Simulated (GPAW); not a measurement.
# Core-hole calculation of the Sc L₃ edge in ScCl (R-3m), part 2 of 3

What does one-electron theory with a core hole give for the Sc L₃ edge of ScCl (R-3m)?

GPAW 26.7.0; X-ray absorption from dipole matrix elements to empty bands, plane-wave PAW LDA.

So far. Step 2 (Ground state of the crystal): The mesh shows no gap, so the system is treated as a metal and the core electron is put at the Fermi level (neutral cell). Step 3 (Spectrum without a core hole, ): The time allowed ran out, so this step gives no result.

## 5. Spectrum with XCH, Sc atom 1

The holes are 6.0 Å apart. In GPAW the data set carries the hole's charge, so charge=0 means a charged cell and charge=-1 a neutral one. The excited electron is kept in the cell, where it fills the lowest empty states and screens the hole. After the field has converged, empty bands are computed with the density fixed and the dipole matrix elements are summed.

The absorber has 3 Cl at 2.59 Å (pyramidal, site symmetry 3m).

xas.py

```python
import numpy as np
from ase import Atoms
from ase.parallel import parprint, paropen
from gpaw import GPAW, PW, FermiDirac, Mixer, MixerDif, setup_paths
from gpaw.test import gen
setup_paths.insert(0, '.')
gen('Sc', name='fch2p', xcname='LDA', corehole=(2, 1, 1), write_xml=True)
from gpaw.mpi import world
world.barrier()

atoms = Atoms('Sc6Cl6',
    cell=[[0, 6.01541245, 0],
     [5.2095, 3.00770623, 0],
     [-1.7365, -1.00256874, -8.90333333]],
    scaled_positions=[[0, 0.2137, 0.6411],
     [0.33333333, 0.54703333, 0.6411],
     [0.66666667, 0.88036667, 0.6411],
     [0, 0.7863, 0.3589],
     [0.33333333, 0.11963333, 0.3589],
     [0.66666667, 0.45296667, 0.3589],
     [0, 0.3914, 0.1742],
     [0.33333333, 0.72473333, 0.1742],
     [0.66666667, 0.05806667, 0.1742],
     [0, 0.6086, 0.8258],
     [0.33333333, 0.94193333, 0.8258],
     [0.66666667, 0.27526667, 0.8258]],
    pbc=True)
atoms.calc = calc = GPAW(legacy_gpaw=True, mode=PW(430, force_complex_dtype=True), xc='LDA', setups={0: 'fch2p'},
    kpts={'size': (3, 3, 2), 'gamma': True}, occupations=FermiDirac(0.1),
    charge=-1, mixer=Mixer(0.1, 5, 50), maxiter=150,
    convergence={'density': 0.0001, 'eigenstates': 1e-6}, txt='scf.txt')
energy = atoms.get_potential_energy() + calc.get_reference_energy()
ef = calc.get_fermi_level()
out = dict(energy=energy, fermi=ef, forces=atoms.get_forces().tolist())
parprint(f'all-electron energy {energy:.4f} eV, Fermi level {ef:.4f} eV')
ev = np.array([[calc.get_eigenvalues(k, s) for k in range(len(calc.get_ibz_k_points()))] for s in range(calc.get_number_of_spins())])
out['homo'], out['lumo'], out['counts'] = ev[ev < ef].max(), ev[ev > ef].min(), sorted(set((ev < ef).sum((0, 2)).tolist()))
out['filled'] = (ev[:, 0] < ef).sum(1).tolist()

from ase.units import Ha
from gpaw.xas import dipole_matrix_elements
nb = int(calc.get_number_of_electrons() / 2) + 198
top, nb = nb, nb + 8 + nb // 12
nscf = calc.fixed_density(kpts={'size': (4, 4, 3), 'gamma': True}, nbands=nb,
    convergence={'bands': top, 'eigenstates': 5e-3}, maxiter=60, txt='nscf.txt')
cell = atoms.cell.array
ops = [cell.T @ U.T @ np.linalg.inv(cell.T) for U in nscf.wfs.kd.symmetry.op_scc]
E = np.arange(-6, 34, 0.1)
fwhm = np.interp(E, [4, 25], [0.9, 3.5])
Y, X, zero, highest = 0, 0, 1e9, 1e9
for spin in range(nscf.get_number_of_spins()):
    wfs = nscf.wfs
    mine = wfs.bd.get_slice()  # this rank's bands
    A = dipole_matrix_elements(wfs.setups[0])
    eps = np.zeros((wfs.kd.nibzkpts, nb))
    d = np.zeros((3, A.shape[1], wfs.kd.nibzkpts, nb), complex)
    for kpt in wfs.kpt_u:
        if kpt.s == spin and 0 in kpt.P_ani:
            eps[kpt.k, mine] = kpt.eps_n * Ha
            d[:, :, kpt.k, mine] = (kpt.weight * wfs.nspins / 2) ** 0.5 * np.inner(A, kpt.P_ani[0])
    world.sum(eps)
    world.sum(d)
    T = np.einsum('amkn,bmkn->abkn', d, d.conj()).real
    T = sum(np.einsum('ai,ijkn,bj->abkn', R, T, R) for R in ops) / len(ops)
    empty = eps > ef
    zero, highest = min(zero, eps[empty].min()), min(highest, eps[:, top - 1].min())
    lines = [(eps, T, empty)] if spin == 0 else lines + [(eps, T, empty)]
for eps, T, empty in lines:
    f = np.einsum('aakn->akn', T).reshape(3, -1)
    x = eps.ravel() - zero
    w = np.interp(x, E, fwhm) / 2.35482
    g = np.exp(-0.5 * ((E[:, None] - x) / w) ** 2) / (w * (2 * np.pi) ** 0.5)
    Y = Y + (f * empty.ravel()) @ g.T
    X = X + (f * ~empty.ravel()) @ g.T
out.update(E=E.round(2).tolist(), xas=Y.tolist(), xes=X.tolist(), zero=zero, valid=highest - zero, nk=len(eps), nb=nb)
for i in range(0, len(E), 10):
    parprint(f'{E[i]:7.2f}', *(f'{v:10.3e}' for v in Y[:, i]))
import json
with paropen('out.json', 'w') as f:
    json.dump(out, f)
```

Command:

```sh
$ OMP_NUM_THREADS=1 mpirun -n 4 gpaw python xas.py
```

Numbers of over 12 decimals in the logs are rounded to 6 here.

Log:

```text
Input parameters:
  charge: -1
  convergence: {density: 0.0001,
                eigenstates: 1e-06}
  kpts: {gamma: True,
         size: (3, 3, 2)}
  maxiter: 150
  mixer: {backend: pulay,
          beta: 0.1,
          method: separate,
          nmaxold: 5,
          weight: 50}
  mode: {ecut: 430.0,
         force_complex_dtype: True,
         name: pw}
  occupations: {fixmagmom: False,
                name: fermi-dirac,
                width: 0.1}
  setups: {0: fch2p}

Initialize ...

[... PAW data sets ...]

Reference energy: -199152.659502  # eV

Spin-paired calculation

[... convergence settings ...]
Symmetries present (total): 1
  [... symmetry matrices ...]

18 k-points: 3 x 3 x 2 Monkhorst-Pack grid + [0.000000,0.000000,1/4]
10 k-points in the irreducible part of the Brillouin zone
       k-points in crystal coordinates                weights
   0:     0.00000000    0.00000000    0.00000000          1/18
   1:     0.00000000    0.00000000    0.50000000          1/18
   2:     0.00000000    0.33333333    0.00000000          2/18
   3:     0.00000000    0.33333333    0.50000000          2/18
   4:     0.33333333   -0.33333333    0.00000000          2/18
   5:     0.33333333   -0.33333333    0.50000000          2/18
   6:     0.33333333    0.00000000    0.00000000          2/18
   7:     0.33333333    0.00000000    0.50000000          2/18
   8:     0.33333333    0.33333333    0.00000000          2/18
   9:     0.33333333    0.33333333    0.50000000          2/18

Wave functions: Plane wave expansion
  Cutoff energy: 430.000 eV
  Number of coefficients (min, max): 5632, 5669
  Pulay-stress correction: 0.000000 eV/Ang^3 (de/decut=0.000000)
  Using FFTW library
  Wavefunction extrapolation:
    Improved wavefunction reuse through dual PAW basis

Occupation numbers: Fermi-Dirac:
  width: 0.1000  # eV

Eigensolver
   Davidson(niter=2)

Densities:
  Coarse grid: 30*30*45 grid
  Fine grid: 60*60*90 grid
  Total Charge: 0.000000

Density mixing:
  Method: separate
  Backend: pulay
  Linear mixing parameter: 0.1
  old densities: 5
  Width of damping distribution: 1.1
  Damping of long wavelength oscillations: 50

[... Hamiltonian set-up ...]
Number of atoms: 12
Number of atomic orbitals: 102
Number of bands in calculation: 70
Number of valence electrons: 109
Bands to converge: occupied

... initialized

Initializing position-dependent things.

Density initialized from atomic densities
Creating initial wave functions:
  70 bands from LCAO basis set

         Cl       Cl
              Sc
            Cl
        Sc       Sc
                   Sc

             Sc
       ScCl       Cl

            Cl

Atomic positions and initial magnetic moments

Positions:
   0 Sc    -0.000000    0.000000   -5.707927    ( 0.0000,  0.0000,  0.0000)
   1 Sc     1.736500    3.007706   -5.707927    ( 0.0000,  0.0000,  0.0000)
   2 Sc     3.473000    6.015412   -5.707927    ( 0.0000,  0.0000,  0.0000)
   3 Sc     3.473000    2.005137   -3.195406    ( 0.0000,  0.0000,  0.0000)
   4 Sc    -0.000000    2.005137   -3.195406    ( 0.0000,  0.0000,  0.0000)
   5 Sc     1.736500    5.012844   -3.195406    ( 0.0000,  0.0000,  0.0000)
   6 Cl     1.736500    1.002569   -1.550961    ( 0.0000,  0.0000,  0.0000)
   7 Cl     3.473000    4.010275   -1.550961    ( 0.0000,  0.0000,  0.0000)
   8 Cl     0.000000    4.010275   -1.550961    ( 0.0000,  0.0000,  0.0000)
   9 Cl     1.736500    1.002569   -7.352373    ( 0.0000,  0.0000,  0.0000)
  10 Cl     3.473000    4.010275   -7.352373    ( 0.0000,  0.0000,  0.0000)
  11 Cl     0.000000    4.010275   -7.352373    ( 0.0000,  0.0000,  0.0000)

Unit cell:
           periodic     x           y           z      points  spacing
  1. axis:    yes    0.000000    6.015412    0.000000    30     0.1736
  2. axis:    yes    5.209500    3.007706    0.000000    30     0.1704
  3. axis:    yes   -1.736500   -1.002569   -8.903333    45     0.1979

  Lengths:   6.015412   6.015412   9.126331
  Angles:  102.691944  96.306929  60.000000

Effective grid spacing dv^(1/3) = 0.1903

iter:   1  -121.040482
iter:   2   -82.231392   +0.43  -1.00
iter:   3   -77.018250   -0.10  -1.23
iter:   4   -75.114190   -0.32  -1.34
iter:   5   -75.210919   -0.58  -1.44
iter:   6   -77.038654   -0.54  -1.53
iter:   7   -74.902154   -1.06  -1.32
iter:   8   -74.703638   -1.43  -1.71
iter:   9   -74.943558   -1.50  -1.84
iter:  10   -74.702764   -1.82  -1.76
iter:  11   -74.700248   -2.31  -2.16
iter:  12   -74.741507c  -2.60  -2.18
iter:  13   -74.716238c  -2.48  -2.04
iter:  14   -74.704913c  -2.99  -2.49
iter:  15   -74.702357c  -2.92  -2.84
iter:  16   -74.703052c  -3.47  -3.05
iter:  17   -74.702974c  -3.71  -3.28
iter:  18   -74.703158c  -3.92  -3.31
iter:  19   -74.703322c  -4.10  -3.52
iter:  20   -74.703459c  -4.26  -3.74
iter:  21   -74.703573c  -4.45  -3.86
iter:  22   -74.703513c  -4.66  -4.00c
iter:  23   -74.703587c  -4.93  -4.07c
iter:  24   -74.703565c  -5.24  -4.32c
iter:  25   -74.703598c  -5.41  -4.33c
iter:  26   -74.703622c  -5.58  -4.41c
iter:  27   -74.703607c  -5.73  -4.61c
iter:  28   -74.703597c  -5.96  -4.74c
iter:  29   -74.703611c  -6.14c -4.82c

Converged after 29 iterations.

Dipole moment: (0.251202, 0.145036, 0.136234) |e|*Ang

Energy contributions relative to reference atoms: (reference = -199152.659502)

Kinetic:        +19.535093
Potential:      -25.502804
External:        +0.000000
XC:             -69.499276
Entropy (-ST):   -0.529376
Local:           +1.028065
SIC:             +0.000000
--------------------------
Free energy:    -74.968299
Extrapolated:   -74.703611

Showing only first 2 kpts
 Kpt  Band  Eigenvalues  Occupancy
  0    52      4.56918    1.61047
  0    53      4.60734    1.47684
  0    54      4.61691    1.43904
  0    55      4.87471    0.32604

  1    52      4.56479    1.62407
  1    53      4.56926    1.61022
  1    54      4.61691    1.43902
[...]
Fermi level: 4.71112

No gap
No difference between direct/indirect transitions

Forces in eV/Ang:
  0 Sc    0.00027    0.00014    0.21097
  1 Sc    0.00024   -0.00007   -0.74960
  2 Sc    0.00008    0.00025   -0.74960
  3 Sc    0.21744    0.12554    0.17245
  4 Sc    0.00025   -0.25194    0.17205
  5 Sc   -0.21806    0.12619    0.17204
  6 Cl   -0.01286   -0.00743   -0.52369
  7 Cl    0.01282   -0.00728   -0.52259
  8 Cl    0.00011    0.01475   -0.52259
  9 Cl   -0.13515   -0.07803    0.77684
 10 Cl    0.13505   -0.07835    0.77703
 11 Cl   -0.00033    0.15614    0.77703
Scalar-relativistic atomic LDA calculation for Sc (Scandium, Z=21)
Core hole in 2p state (2p occupation: 5.0)
600 radial gridpoints.
|------------------------------------------------|
|------------------------------------------------|
[... the atom generator's iteration count ...]

Energy contributions:
-------------------------
Kinetic:     +752.334494
XC:           -35.276814
Potential:  -1464.161874
-------------------------
Total:       -747.104195

state      eigenvalue         ekin         rmax
-----------------------------------------------
1s^2.0 :  -163.653369   213.638239        0.048
2s^2.0 :   -19.034523    37.657696        0.281
2p^5.0 :   -16.055463    36.630758        0.229
3s^2.0 :    -2.657846     8.218445        0.892
3p^6.0 :    -1.858925     7.158889        0.914
3d^1.0 :    -0.644532     4.682678        0.913
4s^2.0 :    -0.435784     1.257967        2.661
4p^0.0 :    -0.287831     0.914088        3.136
-----------------------------------------------
(units: Bohr and Hartree)

Generating PAW setup
Kinetic energy of the core from tauc = 689.238444
Cutoffs:
rc(s)=2.320
rc(p)=2.420
rc(d)=2.260
rc(vbar)=2.260
rc(comp)=2.320
rc(nct)=2.420

Kinetic energy of the core states: 685.745661
Charge: 1.0
Core electrons: 9.0
Valence electrons: 11.0
Pseudo-core charge: 0.000001
Shape function alpha=1.858
Pseudo-electron charge 4.482140
state    eigenvalue         norm
--------------------------------
3s(2) :    -2.657846     0.395179
4s(2) :    -0.435784     0.976173
3p(6) :    -1.858925     0.227066
4p(0) :    -0.287831     0.974352
3d(1) :    -0.644532     0.377041
*d    :     0.355468
--------------------------------

Diagonalizing with gridspacing h=0.050

state   all-electron     PAW
-------------------------------
3s:      -2.657846    -2.658317
3p:      -1.858925    -1.859854
3d:      -0.644532    -0.645230
*f:                   -0.029666
-------------------------------
all-electron energy -199227.3631 eV, Fermi level 4.7111 eV
[...]
31.00  3.253e-04  3.253e-04  3.241e-04
  32.00  3.301e-04  3.303e-04  3.365e-04
  33.00  3.344e-04  3.345e-04  3.443e-04
```

Run time: 4.2 min. Hardware: 4 MPI ranks of Intel Xeon Platinum 8559C (Emerald Rapids), shared host; peak memory 0.59 GiB; 17 min of CPU time.

The Sc L₃ spectrum, Sc atom 1, excited-electron core hole (neutral cell) (energy from the lowest empty level; intensity scaled to a mean of 1 over the first 20 eV; polarised curves are means over the symmetry-equivalent atoms):

| E (eV) | isotropic | ε ⊥ c | ε ∥ c |
| --- | --- | --- | --- |
| -2.0 | 0.00 | 0.00 | 0.00 |
| -1.4 | 0.00 | 0.00 | 0.00 |
| -0.8 | 0.06 | 0.06 | 0.05 |
| -0.2 | 0.70 | 0.75 | 0.60 |
| 0.4 | 2.12 | 2.24 | 1.89 |
| 1.0 | 5.57 | 5.38 | 5.94 |
| 1.6 | 6.43 | 6.41 | 6.47 |
| 2.2 | 4.20 | 4.34 | 3.91 |
| 2.8 | 2.88 | 2.77 | 3.11 |
| 3.4 | 1.15 | 1.04 | 1.37 |
| 4.0 | 0.35 | 0.34 | 0.38 |
| 4.6 | 0.34 | 0.36 | 0.28 |
| 5.2 | 0.34 | 0.36 | 0.30 |
| 5.8 | 0.33 | 0.34 | 0.30 |
| 6.4 | 0.29 | 0.30 | 0.27 |
| 7.0 | 0.33 | 0.34 | 0.32 |
| 7.6 | 0.51 | 0.50 | 0.51 |
| 8.2 | 0.66 | 0.65 | 0.67 |
| 8.8 | 0.62 | 0.63 | 0.62 |
| 9.4 | 0.52 | 0.53 | 0.50 |
| 10.0 | 0.44 | 0.45 | 0.42 |
| 10.6 | 0.38 | 0.37 | 0.38 |
| 11.2 | 0.34 | 0.33 | 0.37 |
| 11.8 | 0.35 | 0.34 | 0.38 |
| 12.4 | 0.38 | 0.38 | 0.38 |
| 13.0 | 0.38 | 0.38 | 0.37 |
| 13.6 | 0.36 | 0.36 | 0.35 |
| 14.2 | 0.35 | 0.34 | 0.35 |
| 14.8 | 0.36 | 0.35 | 0.36 |
| 15.4 | 0.37 | 0.37 | 0.37 |
| 16.0 | 0.37 | 0.38 | 0.36 |
| 16.6 | 0.37 | 0.39 | 0.35 |
| 17.2 | 0.38 | 0.39 | 0.36 |
| 17.8 | 0.40 | 0.40 | 0.38 |
| 18.4 | 0.41 | 0.41 | 0.40 |
| 19.0 | 0.41 | 0.41 | 0.42 |
| 19.6 | 0.40 | 0.40 | 0.42 |
| 20.2 | 0.39 | 0.38 | 0.42 |
| 20.8 | 0.39 | 0.37 | 0.41 |
| 21.4 | 0.38 | 0.37 | 0.41 |
| 22.0 | 0.39 | 0.38 | 0.41 |
| 22.6 | 0.40 | 0.39 | 0.41 |
| 23.2 | 0.40 | 0.40 | 0.40 |
| 23.8 | 0.40 | 0.40 | 0.39 |
| 24.4 | 0.38 | 0.39 | 0.37 |
| 25.0 | 0.37 | 0.37 | 0.35 |
| 25.6 | 0.35 | 0.36 | 0.34 |
| 26.2 | 0.34 | 0.34 | 0.32 |
| 26.8 | 0.33 | 0.34 | 0.32 |
| 27.4 | 0.33 | 0.34 | 0.32 |
| 28.0 | 0.34 | 0.35 | 0.33 |
| 28.6 | 0.35 | 0.36 | 0.34 |
| 29.2 | 0.36 | 0.36 | 0.35 |
| 29.8 | 0.37 | 0.37 | 0.36 |
| 30.4 | 0.37 | 0.37 | 0.37 |
| 31.0 | 0.38 | 0.38 | 0.38 |
| 31.6 | 0.38 | 0.38 | 0.38 |

Main maxima below 30 eV (height): 1.4 eV (6.70) and 8.4 eV (0.67). At an L edge the dipole rule selects empty d (and weakly s) states on the absorber, and the strong line at the onset measures the empty part of its d band. 2p–3d multiplets, which reshape such L edges, aren't in a one-electron spectrum.

The total-energy difference is 399.18 eV. Two terms are added: -1.39 eV, since the hole is spin-paired here and a spin-polarised one costs that much less in the free atom (computed apart); −1.63 eV, a third of the tabulated L₂–L₃ splitting, since the scalar-relativistic hole is their mean. The photon energy is then 396.16 eV. The tabulated edge of the element is 398.7 eV. The functional leaves an error of a few eV in such absolute values.

## 6. Cell without a hole, the energy reference

The cell and mesh change for the next run, so it gets a reference energy of its own.

scf.py

```python
import numpy as np
from ase import Atoms
from ase.parallel import parprint, paropen
from gpaw import GPAW, PW, FermiDirac, Mixer, MixerDif, setup_paths
from gpaw.test import gen
setup_paths.insert(0, '.')
gen('Sc', name='nch2p', xcname='LDA', corehole=(2, 1, 0), write_xml=True)
from gpaw.mpi import world
world.barrier()

atoms = Atoms('Sc2Cl2',
    cell=[[-1.7365, 3.00770623, 0],
     [1.7365, 3.00770623, 0],
     [-1.7365, -1.00256874, -8.90333333]],
    scaled_positions=[[0.7863, 0.4274, 0.6411],
     [0.2137, 0.5726, 0.3589],
     [0.6086, 0.7828, 0.1742],
     [0.3914, 0.2172, 0.8258]],
    pbc=True)
atoms.calc = calc = GPAW(legacy_gpaw=True, mode=PW(430, force_complex_dtype=True), xc='LDA', setups={0: 'nch2p'},
    kpts={'size': (6, 6, 6), 'gamma': True}, occupations=FermiDirac(0.1),
    charge=0, mixer=Mixer(0.1, 5, 50), maxiter=150,
    convergence={'density': 0.0001, 'eigenstates': 1e-6}, txt='scf.txt')
energy = atoms.get_potential_energy() + calc.get_reference_energy()
ef = calc.get_fermi_level()
out = dict(energy=energy, fermi=ef, forces=atoms.get_forces().tolist())
parprint(f'all-electron energy {energy:.4f} eV, Fermi level {ef:.4f} eV')
ev = np.array([[calc.get_eigenvalues(k, s) for k in range(len(calc.get_ibz_k_points()))] for s in range(calc.get_number_of_spins())])
out['homo'], out['lumo'], out['counts'] = ev[ev < ef].max(), ev[ev > ef].min(), sorted(set((ev < ef).sum((0, 2)).tolist()))
out['filled'] = (ev[:, 0] < ef).sum(1).tolist()
import json
with paropen('out.json', 'w') as f:
    json.dump(out, f)
```

Command:

```sh
$ OMP_NUM_THREADS=1 mpirun -n 4 gpaw python scf.py
```

Log:

```text
Input parameters:
  convergence: {density: 0.0001,
                eigenstates: 1e-06}
  kpts: {gamma: True,
         size: (6, 6, 6)}
  maxiter: 150
  mixer: {backend: pulay,
          beta: 0.1,
          method: separate,
          nmaxold: 5,
          weight: 50}
  mode: {ecut: 430.0,
         force_complex_dtype: True,
         name: pw}
  occupations: {fixmagmom: False,
                name: fermi-dirac,
[...]
<dir> UserWarning: Initial realspace grid (18,18,45) inconsistent with symmetries.
  warnings.warn(
<dir> UserWarning: Initial realspace grid (18,18,45) inconsistent with symmetries.
  warnings.warn(
<dir> UserWarning: Using symmetrized grid: (45,45,45).

  warnings.warn('Using symmetrized grid: ({},{},{}).\n'.format(*N_c))
<dir> UserWarning: Using symmetrized grid: (45,45,45).

  warnings.warn('Using symmetrized grid: ({},{},{}).\n'.format(*N_c))
all-electron energy -66542.1782 eV, Fermi level 4.8734 eV
[key lines of the parts left out:]
Converged after 20 iterations.
Dipole moment: (-0.000004, 0.000001, -0.000016) |e|*Ang
Free energy:    -20.758653
Fermi level: 4.87344
```

Wall time 74 s (4 MPI ranks); peak memory 0.34 GiB.

(Continued in part 3 of 3.)

[Banner, clock and machine lines of the logs are left out without a mark of their own.]

[Logs are printed without paths, hosts, clocks, repeated set-up lines and the standing remarks that a program may print on its own settings, such as how far it seeks lower states.]

[Hosts, paths, dates, database ids (printed as entryN), source tags and the programs' standing remarks are cut or masked in the printed files.]

[Lists of maxima count a maximum above −3 eV only where it reaches 4 % of the highest in the window and stands out from its surroundings by 2 % of it (1.5 % where it reaches 55 %); shoulders and weaker maxima are passed over, and of the rest the first, up to two pre-edge ones and the few strongest are named.]
